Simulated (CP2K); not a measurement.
Consider 2-chloropyrimidine at its PBE geometry (Å).

```xyz
10

Cl    3.1772   -0.3051   -0.0069
C     1.4422   -0.1394   -0.0006
N     0.9794    1.0851    0.2670
C    -0.3607    1.1970    0.2623
C    -1.2026    0.1157    0.0015
C    -0.5833   -1.1065   -0.2599
N     0.7532   -1.2529   -0.2670
H    -0.7566    2.1930    0.4742
H    -2.2857    0.2208    0.0015
H    -1.1631   -2.0076   -0.4723
```

Method: CP2K XAS_TDP, all-electron GAPW, PBEh(45%), aug-pc-1, TDA, GW2X-corrected core level, ZORA, spin–orbit coupling.

**Question.** Where do the Cl L₂,₃-edge lines lie, and how strong are they?

Leading lines: Cl1 203.02 eV. The leading line of an atom is its first one with 35 % of the strongest within 2.5 eV of its lowest line over the strength cut. Core ionisation energies at this level: Cl1 207.03/207.16/208.61 eV; the 2p½ level lies 1.51 eV above the 2p3/2 pair.

The first six lines of each atom with a strength over 0.0003:

| atom | energy (eV) | states | strength, one atom | above the computed threshold |
| --- | --- | --- | --- | --- |
| Cl1 (bonded to C) | 203.02 | 2 | 0.0071 |  |
|  | 203.68 | 1 | 0.0004 |  |
|  | 204.53 | 2 | 0.0051 |  |
|  | 205.56 | 2 | 0.0006 |  |
|  | 205.63 | 3 | 0.0004 |  |
|  | 205.68 | 1 | 0.0014 |  |

Lines are vertical, at one geometry, with no vibrational structure. GW2X ionisation energies and lines can be off by 1 to 2 eV either way, and a good line position may hide errors that cancel. Rydberg lines, and the discretised continuum above threshold, depend on the basis and the box.

[Banner, clock and machine lines of the logs are left out without a mark of their own.]

[Logs are printed without paths, hosts, clocks, repeated set-up lines and the standing remarks that a program may print on its own settings, such as how far it seeks lower states.]

[Hosts, paths, dates, database ids (printed as entryN), source tags and the programs' standing remarks are cut or masked in the printed files.]
